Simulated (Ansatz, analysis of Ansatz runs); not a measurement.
**Moving an added hole between Mn sites in MnMoO4 (P2/c)**

Aim: the energy barrier that a trapped hole meets when it moves from one Mn atom to another one nearby in MnMoO4 (P2/c). The model is a cell of 48 host atoms.

Main program and level: Ansatz 0.2.0; plane-wave PAW DFT, PBEsol+U; relaxation of all atoms of a supercell at fixed charge in a uniform background; PAW set soft_1.

## Step 1: The starting structure

The cell holds 48 atoms: 8 Mn, 8 Mo and 32 O. Its edges and angles: a = 9.020 Å, b = 8.980 Å, c = 9.020 Å, α = 115.3°, β = 100.4°, γ = 113.4°. It derives from MnMoO4 (space group P2/c). Nearest the centre at fractional (0.532, 0.875, 0.157): O19 at 1.86 Å, O22 at 1.86 Å, O46 at 2.16 Å, O44 at 2.16 Å, O35 at 2.28 Å, O40 at 2.28 Å, Mn3 at 2.41 Å, Mn4 at 2.41 Å.

Hubbard terms: Mn d 4.5 eV. They were chosen, not fitted, to curb self-interaction in the shells named, the trial site's among them. The two sites are Mn3 and Mn4. The cell's shortest repeat is 9.0 Å. The host's moments were started antiferromagnetic in the unit cell, high spin; both sites carry the same spin direction.

## Step 2: The cell without the carrier

The neutral cell is relaxed first, from small random displacements, so that bond lengths and moments with the carrier can be set beside those of a relaxed cell without it.

Contents of neutral.relax/input.yaml:

```yaml
crystal:
  lattice:
    - [-4.8600301, 5.7764923, 4.93653856]
    - [4.77143516, -5.7764923, 4.95100476]
    - [4.8600301, 5.7764923, -4.93653856]
  atoms:
    - { symbol: Mn, position: [0.032137, 0.125, 0.907137], spin: 5.0 }
    - { symbol: Mn, position: [0.032137, 0.625, 0.407137], spin: 5.0 }
    - { symbol: Mn, position: [0.532137, 0.125, 0.407137], spin: 5.0 }
    - { symbol: Mn, position: [0.532137, 0.625, 0.907137], spin: 5.0 }
    - { symbol: Mn, position: [0.467863, 0.375, 0.092863], spin: -5.0 }
    - { symbol: Mn, position: [0.467863, 0.875, 0.592863], spin: -5.0 }
    - { symbol: Mn, position: [0.967863, 0.375, 0.592863], spin: -5.0 }
    - { symbol: Mn, position: [0.967863, 0.875, 0.092863], spin: -5.0 }
    - { symbol: Mo, position: [0.217141, 0.125, 0.592141] }
    - { symbol: Mo, position: [0.217141, 0.625, 0.092141] }
    - { symbol: Mo, position: [0.717141, 0.125, 0.092141] }
    - { symbol: Mo, position: [0.717141, 0.625, 0.592141] }
    - { symbol: Mo, position: [0.282859, 0.375, 0.407859] }
    - { symbol: Mo, position: [0.282859, 0.875, 0.907859] }
    - { symbol: Mo, position: [0.782859, 0.375, 0.907859] }
    - { symbol: Mo, position: [0.782859, 0.875, 0.407859] }
    - { symbol: O, position: [0.022906, 0.077561, 0.656539] }
    - { symbol: O, position: [0.022906, 0.577561, 0.156539] }
    - { symbol: O, position: [0.522906, 0.077561, 0.156539] }
    - { symbol: O, position: [0.522906, 0.577561, 0.656539] }
    - { symbol: O, position: [0.328977, 0.172439, 0.445345] }
    - { symbol: O, position: [0.328977, 0.672439, 0.945345] }
    - { symbol: O, position: [0.828977, 0.172439, 0.945345] }
    - { symbol: O, position: [0.828977, 0.672439, 0.445345] }
    - { symbol: O, position: [0.477094, 0.422439, 0.343461] }
    - { symbol: O, position: [0.477094, 0.922439, 0.843461] }
    - { symbol: O, position: [0.977094, 0.422439, 0.843461] }
    - { symbol: O, position: [0.977094, 0.922439, 0.343461] }
    - { symbol: O, position: [0.171023, 0.327561, 0.554655] }
    - { symbol: O, position: [0.171023, 0.827561, 0.054655] }
    - { symbol: O, position: [0.671023, 0.327561, 0.054655] }
    - { symbol: O, position: [0.671023, 0.827561, 0.554655] }
    - { symbol: O, position: [0.260741, 0.073546, 0.938391] }
    - { symbol: O, position: [0.260741, 0.573546, 0.438391] }
    - { symbol: O, position: [0.760741, 0.073546, 0.438391] }
    - { symbol: O, position: [0.760741, 0.573546, 0.938391] }
    - { symbol: O, position: [0.114845, 0.176454, 0.187195] }
    - { symbol: O, position: [0.114845, 0.676454, 0.687195] }
    - { symbol: O, position: [0.614845, 0.176454, 0.687195] }
    - { symbol: O, position: [0.614845, 0.676454, 0.187195] }
    - { symbol: O, position: [0.239259, 0.426453, 0.061609] }
    - { symbol: O, position: [0.239259, 0.926453, 0.561609] }
    - { symbol: O, position: [0.739259, 0.426453, 0.561609] }
    - { symbol: O, position: [0.739259, 0.926453, 0.061609] }
    - { symbol: O, position: [0.385155, 0.323547, 0.812805] }
    - { symbol: O, position: [0.385155, 0.823547, 0.312805] }
    - { symbol: O, position: [0.885155, 0.323547, 0.312805] }
    - { symbol: O, position: [0.885155, 0.823547, 0.812805] }
basis:
  ecutwfc: 420
  xc_grid: 2
hamiltonian:
  xc: pbesol
  hubbard:
    sites: [{ species: Mn, l: d, u_eff: 4.5 }]
    projectors: ortho-atomic
  pseudopotentials: { kind: paw, azcp: { folder: soft_1 }, xc_functional: pbe }
kpoints:
  mp_grid: { grid: [1, 1, 1] }
magnetization:
  spin_polarized: true
  initial_magnetization: 0
  spin_locking: { lock_magnetization: hard }
scf:
  occupations: { method: fermi_dirac, width: 0.01 }
  max_iter: 120
  lower_state_search: "off"
output:
  forces: true
relax:
  f_tol: 0.02
  max_steps: 70
  random_displacement: { amplitude: 0.04, seed: 9904 }
checkpoint:
  write: "../neutral.relax.run"
  compress: false
  write_wavefunctions: true
  write_every: 100000
```

Launch:

```sh
$ ansatz run input.yaml --threads 32 --pin off --max-ram 84787MiB --backend cuda --events-out ev --progress --plain --runs-dir out --max-vram 78GiB
```

Numbers of over 12 decimals in the logs are rounded to 6 here.

The program printed:

```text
[... repeated set-up lines and file paths are left out, and long positions are rounded to six places ...]
Engine: ansatz 0.2.0, aarch64-unknown-linux-gnu
Pseudopotentials: kind: paw
Pseudopotential: Mn, paw, valence charge 15, recommended cutoff 420 eV (normal), soft_1/Mn.paw.azcp
Pseudopotential: Mo, paw, valence charge 14, recommended cutoff 420 eV (normal), soft_1/Mo.paw.azcp
Pseudopotential: O, paw, valence charge 6, recommended cutoff 420 eV (normal), soft_1/O.paw.azcp
Functional definition: PBEsol
  exchange = pbesol_x
  correlation = pbesol_c
[...]
Crystal: 48 atoms, lattice volume = 550.112 Å³
Basis set: ecut = 420 eV, 10693 PW (Γ), exchange–correlation on 128×128×128 points (8 copies of the dense FFT grid, shifted against one another)
Bands: 260, of which v1, the nominal top of the filled ones, is band 212 counted from 1 (211 counted from 0)
Symmetry: 1 space group operations
k-points: 1
Non-local potential: Mn, projectors of the file, l = 0: 3, l = 1: 2, l = 2: 3, l = 3: 1
Non-local potential: Mo, projectors of the file, l = 0: 3, l = 1: 2, l = 2: 2, l = 3: 1
Non-local potential: O, projectors of the file, l = 0: 2, l = 1: 2, l = 2: 1
PAW form: soft (Blöchl's): semilocal exchange-correlation on the pseudo side does not see the compensation charge
PAW frozen core: Mn, regenerated for the run's functional, and the local potential with it (the file was generated under x = pbe(κ = 0.804, μ = 0.219515), c = pbe(β = 0.066725))
[...]
E_local      = -39570.987819  (includes V_loc(G=0)·N_el)
  E_nonlocal   = 6608.018083
  E_hartree    = 14431.899698
  E_xc         = -4487.718572
  E_vxc        = -5711.522485  (∫ρ·V_xc dr)
  E_hubbard    = 5.472410  (on-site DFT+U / exact-exchange correction)
  E_vhub       = -82.286291  (the Hubbard potential's part of the band-sum identity)
  E_paw        = -40658.869775  (= ΣΔE_a)
  E_vpaw       = -5491.502402  (= ΣTr[D̂ρ^β])
  E_aug_tail   = 0.025626  (compensation charges beyond the density's cutoff)
  E_ewald      = -35624.754155
  E_core_change = 4.160817  (= ΣΔE_core)
  E_smearing   = -0.000000  (= −TS)
  E_closure    = 0.000000  (closes the sum)
  Σ components = -88077.271447   (vs F -88077.271447, Δ=0.00e0)
--- Forces (eV/Å), atoms counted from 1 ---
  atom   1  Mn    -0.00024859     0.00129788     0.00082462
  atom   2  Mn     0.00018888     0.00028699     0.00060884
  atom   3  Mn     0.00100824     0.00212169     0.00057827
  atom   4  Mn     0.00139337    -0.00118574    -0.00014871
  [... 2 atoms left out ...]
  [... 42 more lines of this table ...]
  max |Σ_I F_I| component: 1.48e-5 eV/Å
--- Band table (eV) ---
  k-point 0 ↑: bands = ["-70.6798", "-70.6798", "-70.6798", "-70.6794", "-65.7147", "-65.7145", "-65.7144", "-65.7142", "-52.6711", [... rest cut ...]
  k-point 0 ↓: bands = ["-70.6800", "-70.6798", "-70.6798", "-70.6795", "-65.7145", "-65.7145", "-65.7145", "-65.7142", "-52.6712", [... rest cut ...]
Occupation matrices written to <dir>
--- Relaxed structure (4 steps of the walk, 4 accepted, 0 SCFs on fresh bases) ---
  F+E_penalty+E_count = -88077.27144722 eV   max|allowed force component| = 8.496e-3 eV/Å
  atoms:
    - { symbol: Mn, position: [0.030387, 0.125320, 0.905622] }
    - { symbol: Mn, position: [0.030403, 0.625331, 0.405606] }
    - { symbol: Mn, position: [0.530309, 0.125279, 0.405512] }
    - { symbol: Mn, position: [0.530448, 0.625338, 0.905591] }
    [... 2 atoms left out ...]
  [... 42 more lines of this table ...]
[key lines of the parts left out:]
SCF converged after 9 iterations
Magnetization: 0.0000 μB (212.0000 up, 212.0000 down)
Free energy (F): -88077.271447 eV
Fermi energy:    10.227670 (↑ 10.227678, ↓ 10.227663) eV
```

Elapsed: 3.2 s, on 1 × NVIDIA GB200 with 32 threads of Arm Neoverse V2, shared host; peak memory 1.1 GiB.

The largest displacement from an ideal site is 0.027 Å.

## Step 3: The hole on the first site

The nearest neighbour or neighbours of the site start displaced and the site's starting moment is changed by the carrier's spin, since a carrier doesn't trap itself in the undistorted lattice.

Contents of A.relax/input.yaml:

```yaml
crystal:
  lattice:
    - [-4.8600301, 5.7764923, 4.93653856]
    - [4.77143516, -5.7764923, 4.95100476]
    - [4.8600301, 5.7764923, -4.93653856]
  atoms:
    - { symbol: Mn, position: [0.030387, 0.12532, 0.905622], spin: 5.0 }
    - { symbol: Mn, position: [0.030403, 0.625331, 0.405606], spin: 5.0 }
    - { symbol: Mn, position: [0.530309, 0.125279, 0.405512], spin: 4.0 }
    - { symbol: Mn, position: [0.530448, 0.625338, 0.905591], spin: 5.0 }
    - { symbol: Mn, position: [0.468829, 0.375444, 0.094029], spin: -5.0 }
    - { symbol: Mn, position: [0.46881, 0.875374, 0.593982], spin: -5.0 }
    - { symbol: Mn, position: [0.968748, 0.375374, 0.593998], spin: -5.0 }
    - { symbol: Mn, position: [0.968839, 0.875369, 0.094034], spin: -5.0 }
    - { symbol: Mo, position: [0.217963, 0.125372, 0.593215] }
    - { symbol: Mo, position: [0.217989, 0.625312, 0.093155] }
    - { symbol: Mo, position: [0.717998, 0.125337, 0.093162] }
    - { symbol: Mo, position: [0.718003, 0.625313, 0.593137] }
    - { symbol: Mo, position: [0.281252, 0.375415, 0.406492] }
    - { symbol: Mo, position: [0.281232, 0.875405, 0.906439] }
    - { symbol: Mo, position: [0.781249, 0.375415, 0.906481] }
    - { symbol: Mo, position: [0.781215, 0.875467, 0.406476] }
    - { symbol: O, position: [0.023363, 0.080116, 0.655838] }
    - { symbol: O, position: [0.023419, 0.580094, 0.155829] }
    - { symbol: O, position: [0.523862, 0.082231, 0.167693] }
    - { symbol: O, position: [0.523433, 0.580119, 0.655811] }
    - { symbol: O, position: [0.335663, 0.168499, 0.442247] }
    - { symbol: O, position: [0.325912, 0.670632, 0.943914] }
    - { symbol: O, position: [0.82587, 0.170601, 0.943865] }
    - { symbol: O, position: [0.825842, 0.670581, 0.443827] }
    - { symbol: O, position: [0.475802, 0.420612, 0.343791] }
    - { symbol: O, position: [0.475782, 0.920643, 0.843776] }
    - { symbol: O, position: [0.975838, 0.420704, 0.843836] }
    - { symbol: O, position: [0.975819, 0.920766, 0.343873] }
    - { symbol: O, position: [0.17335, 0.330173, 0.555801] }
    - { symbol: O, position: [0.173404, 0.830176, 0.055788] }
    - { symbol: O, position: [0.673367, 0.330157, 0.055778] }
    - { symbol: O, position: [0.673354, 0.830136, 0.555752] }
    - { symbol: O, position: [0.261639, 0.074968, 0.936164] }
    - { symbol: O, position: [0.261627, 0.574956, 0.436182] }
    - { symbol: O, position: [0.751434, 0.077096, 0.43485] }
    - { symbol: O, position: [0.761629, 0.574965, 0.936187] }
    - { symbol: O, position: [0.111432, 0.175813, 0.187322] }
    - { symbol: O, position: [0.111377, 0.675812, 0.687277] }
    - { symbol: O, position: [0.608038, 0.173699, 0.675096] }
    - { symbol: O, position: [0.611427, 0.675893, 0.187299] }
    - { symbol: O, position: [0.237583, 0.425761, 0.063481] }
    - { symbol: O, position: [0.237542, 0.925804, 0.56348] }
    - { symbol: O, position: [0.727883, 0.411755, 0.556362] }
    - { symbol: O, position: [0.737592, 0.92577, 0.063415] }
    - { symbol: O, position: [0.387789, 0.32496, 0.812395] }
    - { symbol: O, position: [0.394688, 0.838848, 0.316647] }
    - { symbol: O, position: [0.887833, 0.324893, 0.312337] }
    - { symbol: O, position: [0.887828, 0.824888, 0.812318] }
total_charge: 1
basis:
  ecutwfc: 420
  xc_grid: 2
hamiltonian:
  xc: pbesol
  hubbard:
    sites: [{ species: Mn, l: d, u_eff: 4.5 }]
    projectors: ortho-atomic
  pseudopotentials: { kind: paw, azcp: { folder: soft_1 }, xc_functional: pbe }
kpoints:
  mp_grid: { grid: [1, 1, 1] }
magnetization:
  spin_polarized: true
  initial_magnetization: -1
  spin_locking: { lock_magnetization: hard }
scf:
  occupations: { method: fermi_dirac, width: 0.01 }
  max_iter: 120
  lower_state_search: "off"
output:
  forces: true
relax:
  f_tol: 0.015
  max_steps: 70
  escape_saddle: false
checkpoint:
  write: "../A.relax.run"
  compress: false
  write_wavefunctions: true
  write_every: 100000
```

The program printed:

```text
[...]
Crystal: 48 atoms, lattice volume = 550.112 Å³
Basis set: ecut = 420 eV, 10693 PW (Γ), exchange–correlation on 128×128×128 points (8 copies of the dense FFT grid, shifted against one another)
Bands: 260, of which v1, the nominal top of the filled ones, is band 212 counted from 1 (211 counted from 0)
Symmetry: 1 space group operations
[...]
k-points: 1
[...]
Starting moments: Σ|m| = 39 μB on 8 of 48 sites
[...]
SCF iter   1: F=—  HF=-88148.340190 eV  |Δ(HF+E_count)|=         —  Δρ=1.17e-1 (↑1.16e-1 ↓1.17e-1)  dr2=4.17e2  dr2_m=5.32e0  M=-1.000 μB ∫|m|=35.020 μB  Hψ=1628
[...]
SCF iter   2: F=—  HF=-88094.155605 eV  |Δ(HF+E_count)|=    5.42e1  Δρ=4.22e-2 (↑4.12e-2 ↓4.22e-2)  dr2=5.48e1  dr2_m=6.85e-1  M=-1.000 μB ∫|m|=38.084 μB  Hψ=1080
[...]
SCF iter  13: F=-88086.208676 eV  HF=-88086.208675 eV  |Δ(HF+E_count)|=   2.12e-6  Δρ=1.01e-5 (↑8.74e-6 ↓1.01e-5)  dr2=1.56e-6  dr2_m=1.07e-7  M=-1.000 μB ∫|m|=38.926 μB  Hψ=1373
SCF 1 converged in 13 iterations: F = -88086.208676 eV  dr2 = 1.56e-6
[...]
relax step   1: F+E_penalty+E_count = -88086.20867605 eV  Δ(F+E_penalty+E_count) = +0.000e0 eV  max|allowed force component| = 1.227e0 eV/Å  Δτ_max = 0.0000 Å  (13 SCF iters, dr2 threshold 5.63e-6 eV, accepted)
[...]
relax step   2: F+E_penalty+E_count = -88086.46314029 eV  Δ(F+E_penalty+E_count) = -2.545e-1 eV  max|allowed force component| = 4.650e-1 eV/Å  Δτ_max = 0.0587 Å  (6 SCF iters, dr2 threshold 9.41e-5 eV, accepted)
relax step   3: F+E_penalty+E_count = -88086.51632799 eV  Δ(F+E_penalty+E_count) = -5.319e-2 eV  max|allowed force component| = 1.642e-1 eV/Å  Δτ_max = 0.0360 Å  (6 SCF iters, dr2 threshold 1.35e-5 eV, accepted)
relax step   4: F+E_penalty+E_count = -88086.52569342 eV  Δ(F+E_penalty+E_count) = -9.365e-3 eV  max|allowed force component| = 9.441e-2 eV/Å  Δτ_max = 0.0183 Å  (7 SCF iters, dr2 threshold 3.36e-6 eV, accepted)
relax step   5: F+E_penalty+E_count = -88086.52848046 eV  Δ(F+E_penalty+E_count) = -2.787e-3 eV  max|allowed force component| = 4.598e-2 eV/Å  Δτ_max = 0.0098 Å  (7 SCF iters, dr2 threshold 1.11e-6 eV, accepted)
relax step   6: F+E_penalty+E_count = -88086.52953990 eV  Δ(F+E_penalty+E_count) = -1.059e-3 eV  max|allowed force component| = 2.344e-2 eV/Å  Δτ_max = 0.0046 Å  (7 SCF iters, dr2 threshold 5.01e-7 eV, accepted)
relax step   7: F+E_penalty+E_count = -88086.52995537 eV  Δ(F+E_penalty+E_count) = -4.155e-4 eV  max|allowed force component| = 1.584e-2 eV/Å  Δτ_max = 0.0053 Å  (8 SCF iters, accepted)
[...]
SCF iter   1: F=—  HF=-88086.527149 eV  |Δ(HF+E_count)|=         —  Δρ=1.23e-4 (↑1.23e-4 ↓1.01e-4)  dr2=1.58e-4  dr2_m=2.02e-5  M=-1.000 μB ∫|m|=38.927 μB  Hψ=1117
[...]
SCF iter   2: F=—  HF=-88086.527092 eV  |Δ(HF+E_count)|=   5.71e-5  Δρ=7.30e-5 (↑7.30e-5 ↓6.71e-5)  dr2=5.44e-5  dr2_m=7.69e-6  M=-1.000 μB ∫|m|=38.926 μB  Hψ=598
[...]
SCF iter   6: F=-88086.530024 eV  HF=-88086.530024 eV  |Δ(HF+E_count)|=   4.89e-8  Δρ=1.93e-6 (↑1.93e-6 ↓1.77e-6)  dr2=4.47e-8  dr2_m=6.74e-9  M=-1.000 μB ∫|m|=38.925 μB  Hψ=1806
SCF 8 converged in 6 iterations: F = -88086.530024 eV  dr2 = 4.47e-8
relax step   8: F+E_penalty+E_count = -88086.53002381 eV  Δ(F+E_penalty+E_count) = -6.844e-5 eV  max|allowed force component| = 7.388e-3 eV/Å  Δτ_max = 0.0015 Å  (6 SCF iters, accepted)
[...]
NSCF: frozen V_eff on 1 k-points
[...]
SCF converged after 6 iterations
[...]
Magnetization: -1.0000 μB (211.0000 up, 212.0000 down)
Absolute magnetization: 38.9654 μB (∫|ρ↑−ρ↓|, with the PAW one-centre terms)
[...]
Per-site moments (μB) at R_I (Å): [(4.132420, 0.865200), (4.088136, 0.868059), (3.598230, 0.811109), [... 7 left out ...]
Free energy (F): -88086.530024 eV
[...]
Internal energy: -88086.530024 eV  (E = F + TS)
E sigma→0 (E₀):  -88086.530024 eV
Fermi energy:    9.344825 (↑ 9.248319, ↓ 10.163183) eV
[...]
--- Forces (eV/Å), atoms counted from 1 ---
  atom   1  Mn     0.00002812    -0.00079260     0.00004211
  atom   2  Mn    -0.00000654    -0.00463976     0.00001482
  atom   3  Mn     0.00000197    -0.00317312     0.00007664
  atom   4  Mn     0.00001758    -0.00039549    -0.00000216
  [... 2 atoms left out ...]
  [... 42 more lines of this table ...]
  max |Σ_I F_I| component: 1.03e-4 eV/Å
--- Band table (eV) ---
[...]
Occupation matrices written to <dir>
--- Relaxed structure (8 steps of the walk, 8 accepted, 0 SCFs on fresh bases) ---
  F+E_penalty+E_count = -88086.53002381 eV   max|allowed force component| = 7.388e-3 eV/Å
  atoms:
    - { symbol: Mn, position: [0.031036, 0.125367, 0.906246] }
    - { symbol: Mn, position: [0.033692, 0.625371, 0.408900] }
    - { symbol: Mn, position: [0.534315, 0.125368, 0.409527] }
    - { symbol: Mn, position: [0.528970, 0.625371, 0.904175] }
    [... 2 atoms left out ...]
  [... 42 more lines of this table ...]
```

Run time: 5.6 s. Hardware: 1 × NVIDIA GB200 with 32 threads; peak memory 1.1 GiB.

The steps of the relaxation:

```tsv
step	energy less that of the first step (eV)	largest force component (eV/Å)
1	0.0000	1.2272
2	-0.2545	0.4650
3	-0.3077	0.1642
4	-0.3170	0.0944
5	-0.3198	0.0460
6	-0.3209	0.0234
7	-0.3213	0.0158
8	-0.3213	0.0074
```

The atoms that moved most (Å):

```tsv
atom	dx	dy	dz	length
O46	0.044	-0.086	0.033	0.102
O43	-0.043	-0.085	-0.032	0.101
O35	-0.033	0.077	0.003	0.084
O39	0.033	0.076	-0.003	0.083
O41	0.054	0.007	0.031	0.063
O48	-0.053	0.007	-0.030	0.062
O29	-0.045	0.017	0.002	0.048
O26	0.044	0.017	-0.002	0.047
```

The moves above count from the input, in which the site's nearest neighbours were already displaced; the distances below compare with the cell without the carrier.

Distances from Mn3 without and with the hole:

```tsv
atom	without (Å)	with (Å)
O46	2.14	1.97
O43	2.14	1.97
O21	2.10	2.06
O19	2.10	2.06
O35	2.30	2.24
O39	2.30	2.24
```

The largest changes of the moments are -0.53 μB on Mn3, -0.06 μB on O46 and -0.06 μB on O43. The largest part sits on the chosen site.

(Continued in part 2 of 2.)

[Logs are printed without paths, hosts, clocks, repeated set-up lines and the standing remarks that a program may print on its own settings, such as how far it seeks lower states.]

[Hosts, paths, dates, database ids (printed as entryN), source tags and the programs' standing remarks are cut or masked in the printed files.]
